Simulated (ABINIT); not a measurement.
# A GW chain in ABINIT: CaO (Lime), part 3 of 3

Aim: the G0W0 gap of CaO (Lime) on PBE, step by step.

ABINIT 10.8.3; PBE and many-body steps on it, plane waves. Known limits of the many-body steps: not at the basis limit.

So far. Step 4 (Empty states on the mesh, 6×6×6 mesh, 79 bands): On this mesh the gap is 3.662 eV. Step 5 (Screening, 6×6×6 mesh, 71 bands, screening to 163.3 eV): Local fields lower ε∞ by 9 %.

**6. Self-energy, 6×6×6 mesh, 71 bands, screening to 163.3 eV**

The self-energy is evaluated for the states that the input lists, and the levels follow from it, in one-shot runs by the linearised quasiparticle equation.

This step: G0W0 on PBE, plane waves, norm-conserving pseudopotentials.

run.abi reads:

```
acell 3*1.0 Angstrom
rprim 
  -0.000000000000 2.406500000000 2.406500000000
  2.406500000000 -0.000000000000 2.406500000000
  2.406500000000 2.406500000000 -0.000000000000
ntypat 2
znucl 20 8
natom 2
typat 1 2
xred 
  0.000000000000 0.000000000000 0.000000000000
  0.500000000000 0.500000000000 0.500000000000
pp_dirpath "pseudos"
pseudos "Ca.upf, O.upf"
ecut 36
ngkpt 6 6 6
nshiftk 1
shiftk 0 0 0
kptopt 1
chksymbreak 0
istwfk *1
occopt 1
irdwfk 1
optdriver 4
nband 71
gwcalctyp 0
ecutsigx 36
symsigma 1
nkptgw 2
kptgw 
  0.0000000000 0.0000000000 0.0000000000
  0.5000000000 0.5000000000 0.0000000000
bdgw 
  6 12
  7 10
ecuteps 6
irdscr 1
ppmodel 1
indata_prefix "in"
outdata_prefix "out"
tmpdata_prefix "tmp"
```

Run with:

```bash
$ OMP_NUM_THREADS=1 mpirun -n 4 abinit run.abi > log
```

Numbers of over 12 decimals in the logs are rounded to 6 here.

The program printed:

```text
.Version 10.8.3 of ABINIT. v10.8.2 released Aug 2026.

 Symmetries : space group Fm -3 m (#225); Bravais cF (face-center cubic)
[... echo of the input left out ...]
== DATASET  1 ==================================================================
-   mpi_nproc: 4, omp_nthreads: 1 (-1 if OMP is not activated)

--- !DatasetInfo
iteration_state: {dtset: 1, }
dimensions: {natom: 2, nkpt: 16, mband: 71, nsppol: 1, nspinor: 1, nspden: 1, mpw: 1964, }
cutoff_energies: {ecut:  36.0, pawecutdg:  -1.0, }
electrons: {nelect:   1.60000000E+01, charge:   0.00000000E+00, occopt:   1.00000000E+00, tsmear:   1.00000000E-02, }

 SIGMA: Calculation of the GW corrections

 Based on a program developped by R.W. Godby, V. Olevano, G. Onida, and L. Reining.
 Incorporated in ABINIT by V. Olevano, G.-M. Rignanese, and M. Torrent.
.Using double precision arithmetic ; gwpc =  8

[... cell and pseudopotentials left out ...]
--------------------------------------------------------------------------------

 ==== K-mesh for the wavefunctions ====
 Number of points in the irreducible wedge :    16
[... list of points left out ...]
 Together with 48 symmetry operations and time-reversal symmetry
 yields   216 points in the full Brillouin Zone.

 ==== Q-mesh for screening function ====
 Number of points in the irreducible wedge :    16
[... list of points left out ...]
 Together with 48 symmetry operations and time-reversal symmetry
 yields   216 points in the full Brillouin Zone.

 vcoul_init : cutoff-mode = AUXILIARY_FUNCTION
 q-points for optical limit:   1
     1)      0.000010    0.000020    0.000030
 setmesh: FFT mesh size selected  =    36x   36x   36
          total number of points  =        46656

 Number of electrons calculated from density =   16.0000; Expected =   16.0000
 average of density, n =  0.085062
 r_s =    1.4106
 omega_plasma =   28.1335 [eV]

 === KS Band Gaps ===
  >>>> For spin  1
   Minimum direct gap =   4.0368 [eV], located at k-point      :   0.5000  0.5000  0.0000
   Fundamental gap    =   3.6624 [eV], Top of valence bands at :   0.0000  0.0000  0.0000
                                       Bottom of conduction at :   0.5000  0.5000  0.0000
 SIGMA fundamental parameters:
 PLASMON POLE MODEL  1
 number of plane-waves for SigmaX                 1917
 number of plane-waves for SigmaC and W            137
 number of plane-waves for wavefunctions          1917
 number of bands                                    71
 number of independent spin polarizations            1
 number of spinorial components                      1
 number of k-points in IBZ                          16
 number of q-points in IBZ                          16
 number of symmetry operations                      48
 number of k-points in BZ                          216
 number of q-points in BZ                          216
 number of frequencies for dSigma/dE                 9
 frequency step for dSigma/dE [eV]                0.25
 number of omega for Sigma on real axis              0
 max omega for Sigma on real axis  [eV]           0.00
 zcut for avoiding poles [eV]                     0.10

 EPSILON^-1 parameters (SCR file):
 dimension of the eps^-1 matrix on file            137
 dimension of the eps^-1 matrix used               137
 number of plane-waves for wavefunctions          1917
 number of bands                                    71
 number of q-points in IBZ                          16
 number of frequencies                               2
 number of real frequencies                          1
 number of imag frequencies                          1

 matrix elements of self-energy operator (all in [eV])

 Perturbative Calculation

--- !SelfEnergy_ee
iteration_state: {dtset: 1, }
kpoint     : [   0.000,    0.000,    0.000, ]
spin       : 1
KS_gap     :    4.714
QP_gap     :    6.101
Delta_QP_KS:    1.387
data: !SigmaeeData |
     Band     E0 <VxcDFT>   SigX SigC(E0)      Z dSigC/dE  Sig(E)    E-E0       E
        6   5.064 -19.387 -24.633   4.253   0.784  -0.275 -20.166  -0.779   4.286
        7   5.064 -19.387 -24.633   4.253   0.784  -0.275 -20.166  -0.779   4.286
        8   5.064 -19.387 -24.633   4.253   0.784  -0.275 -20.166  -0.779   4.286
        9   9.779 -10.893  -6.430  -3.743   0.846  -0.182 -10.285   0.608  10.387
       10  11.292 -13.900  -7.002  -4.497   0.843  -0.186 -11.875   2.025  13.317
       11  11.292 -13.900  -7.002  -4.497   0.843  -0.186 -11.875   2.025  13.317
       12  11.292 -13.900  -7.002  -4.497   0.843  -0.186 -11.875   2.025  13.317

--- !SelfEnergy_ee
iteration_state: {dtset: 1, }
kpoint     : [   0.500,    0.500,    0.000, ]
spin       : 1
KS_gap     :    4.037
QP_gap     :    6.236
Delta_QP_KS:    2.199
data: !SigmaeeData |
     Band     E0 <VxcDFT>   SigX SigC(E0)      Z dSigC/dE  Sig(E)    E-E0       E
        7   4.690 -18.916 -24.314   4.255   0.784  -0.275 -19.813  -0.897   3.793
        8   4.690 -18.916 -24.314   4.255   0.784  -0.275 -19.813  -0.897   3.793
        9   8.727 -11.430  -5.899  -4.001   0.851  -0.175 -10.128   1.302  10.029
       10  13.087 -16.112  -8.832  -4.541   0.834  -0.199 -13.827   2.285  15.372

== END DATASET(S) ==============================================================
================================================================================

 -outvars: echo values of variables after computation  --------
           etotal      0.0000000000E+00
            nband          71
             nkpt          16
          spgroup         225
 [... the other variables as echoed above ...]

 Calculation completed.
```

Run time: 5.7 s. Hardware: 4 MPI ranks of Arm Neoverse V2, shared host; peak memory 0.59 GiB; 23 s of CPU time.

Numbers from this step:

```yaml
g0w0_gap_on_the_points_computed: 5.743 eV
starting_gap_on_the_mesh: 3.662 eV
k_of_the_valence_top: 0, 0, 0
k_of_the_conduction_bottom: 0.5, 0.5, 0
z_at_the_valence_top: 0.784
z_at_the_conduction_bottom: 0.851
least_direct_g0w0_gap_on_the_computed_points: 6.101 eV
```

The gap on the mesh goes from 3.66 eV to 5.74 eV, a correction of +2.08 eV.

Limits: finite bands, cutoff and mesh. v1 is the top filled band, c1 the lowest empty one. Levels before and after the correction, in eV, zero at the valence-band top of each column:

```tsv
	conduction bottom	valence top
Kohn-Sham	3.66	0.00
G0W0	5.74	0.00
```

```tsv
	level	energy (eV)
Kohn-Sham	Γ v3-v1	0.000
Kohn-Sham	Γ c1	4.714
Kohn-Sham	Γ c2-c4	6.228
Kohn-Sham	(0.5 0.5 0) v2-v1	-0.374
Kohn-Sham	(0.5 0.5 0) c1	3.662
Kohn-Sham	(0.5 0.5 0) c2	8.023
G0W0	Γ v3-v1	0.000
G0W0	Γ c1	6.101
G0W0	Γ c2-c4	9.031
G0W0	(0.5 0.5 0) v2-v1	-0.493
G0W0	(0.5 0.5 0) c1	5.743
G0W0	(0.5 0.5 0) c2	11.086
```

**7. Where the time went**

Times are wall times on 4 MPI ranks of Arm Neoverse V2, shared host, good to a factor of about two.

```tsv
step	time	share	memory (GiB)
ground state	7.4 s	9 %	0.27
bands along the symmetry lines	6.2 s	8 %	0.26
empty states on the mesh	24 s	30 %	1.1
screening	36 s	45 %	0.75
self-energy	5.7 s	7 %	0.59
```

**8. Summary of results**

* PBE gap: 3.66 eV, indirect
* G0W0 gap on the mesh: 5.74 eV
* GW settings: 6×6×6 mesh, 71 bands, screening to 163.3 eV, Godby-Needs plasmon pole
* known limits: not at the basis limit

In words: G0W0 moves the gap on the mesh from 3.66 eV to 5.74 eV (+2.08 eV), with Z of 0.78 and 0.85 at the edges. Local fields lower the RPA ε∞ on this mesh from 3.92 to 3.57. Only 2 of the mesh's irreducible points were corrected, so a valley elsewhere could overtake. Bands and cutoff are finite, so the gap is not at the basis limit. The miss can reach some tenths of an eV and take either sign; the mesh is an error of its own. In the G0W0 run levels were corrected at 2 k points alone, so a gap called «on the mesh» is the least over those, and an edge elsewhere would be missed.

[Paths, hosts, dates, memory and timing lines, banners, echoed tables and standing remarks are left out of the program output.]

[Logs are printed without paths, hosts, clocks, repeated set-up lines and the standing remarks that a program may print on its own settings, such as how far it seeks lower states.]

[Runs of the session that timed out or met a known fault of the program may be left out.]

[Hosts, paths, dates, database ids (printed as entryN), source tags and the programs' standing remarks are cut or masked in the printed files.]

[G0W0 gaps are taken among the corrected bands and points alone; a level outside them can change the order at an edge.]

[Where Ansatz stands beside ABINIT at settings called matched, ABINIT's density can come from a denser mesh and the files from another edition; pairs whose starting gaps differed by over 0.03 eV were left out, so agreement reads better than it is.]
